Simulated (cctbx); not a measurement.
**Lattice, Laue class and space group of a new crystal**

Cell: a = 9.1440 Å, b = 9.1440 Å, c = 9.1440 Å, α = 90.00°, β = 90.00°, γ = 90.00°. Expected content of the cell: Sn8 Cu6 Ti2 S24.

The data are simulated with cctbx, not measured: Mo Kα, λ = 0.71073 Å, to d = 0.7 Å, 50 % of the full sphere, strongest reflection 40000 counts, noise from counting, a 4 % proportional error and a noise floor of 15 counts (s.d.); no absorption.

A first pass over the reflections prints:

```text
4614 reflections to d = 0.701 A
centring   violations  <I/sigma> of those
    A        624 of  2323      3.0
    B        590 of  2278      3.0
    C        602 of  2321      3.0
    I          0 of  2262     -0.0
    R       1026 of  3108      5.0
    F        908 of  3461      3.0
Laue class    unique    Rint  (classes that these axes allow; Friedel mates merged)
I 1 2/m 1        1147   0.031
I 1 1 2/m        1142   0.030
I 2/m 1 1        1147   0.031
I m m m           679   0.033
I 4/m             620   0.092
I 4/m m m         372   0.098
I m -3            235   0.037
I m -3 m          145   0.102
space group    extra absences  I>4sigma  <I/sigma>
I 2 3                   0          0         -  acentric
I 21 3                  0          0         -  acentric
I m -3                  0          0         -  centric
Wilson B = 0.96 A^2   <|E^2-1|> = 1.246 (0.968 centric, 0.736 acentric)   E^2>4: 8.8 %
shell (A)         n   <I/sigma>
 6.47 - 1.40     35     40.2
 1.40 - 1.11     28     33.0
 1.11 - 0.97     29     36.1
 0.97 - 0.88     29     28.3
 0.88 - 0.82     27     23.7
 0.82 - 0.77     29     22.2
 0.77 - 0.73     27     20.0
 0.73 - 0.70     31     21.2
```

Q: Read the symmetry from these tables.

The reflections that I centring forbids are absent (⟨I/σ⟩ near 0), so the lattice is I.

Rint stays low (0.030 to 0.037) up to I m -3 and is 0.092 or more in the other classes.

3 settings pass the absence test. No glide or screw absences show, which leaves I 2 3, I 21 3 and I m -3.

⟨|E²−1|⟩ = 1.246 is above even the centric ideal, a mark of pseudo-translation (a class of systematically weak reflections). The Wilson B of 0.96 Å² means U ≈ 0.0122 Å².

The true group is Im-3 (no. 204), Laue class m-3, centrosymmetric. The tables only narrow the choice to the tied entries; cell content, site symmetry and trial solutions must settle it.

The model was made for the exercise: a known structure type with other elements put in, its volume estimated, not relaxed; displacement parameters are assumed.

[Logs are printed without paths, hosts, clocks, repeated set-up lines and the standing remarks that a program may print on its own settings, such as how far it seeks lower states.]
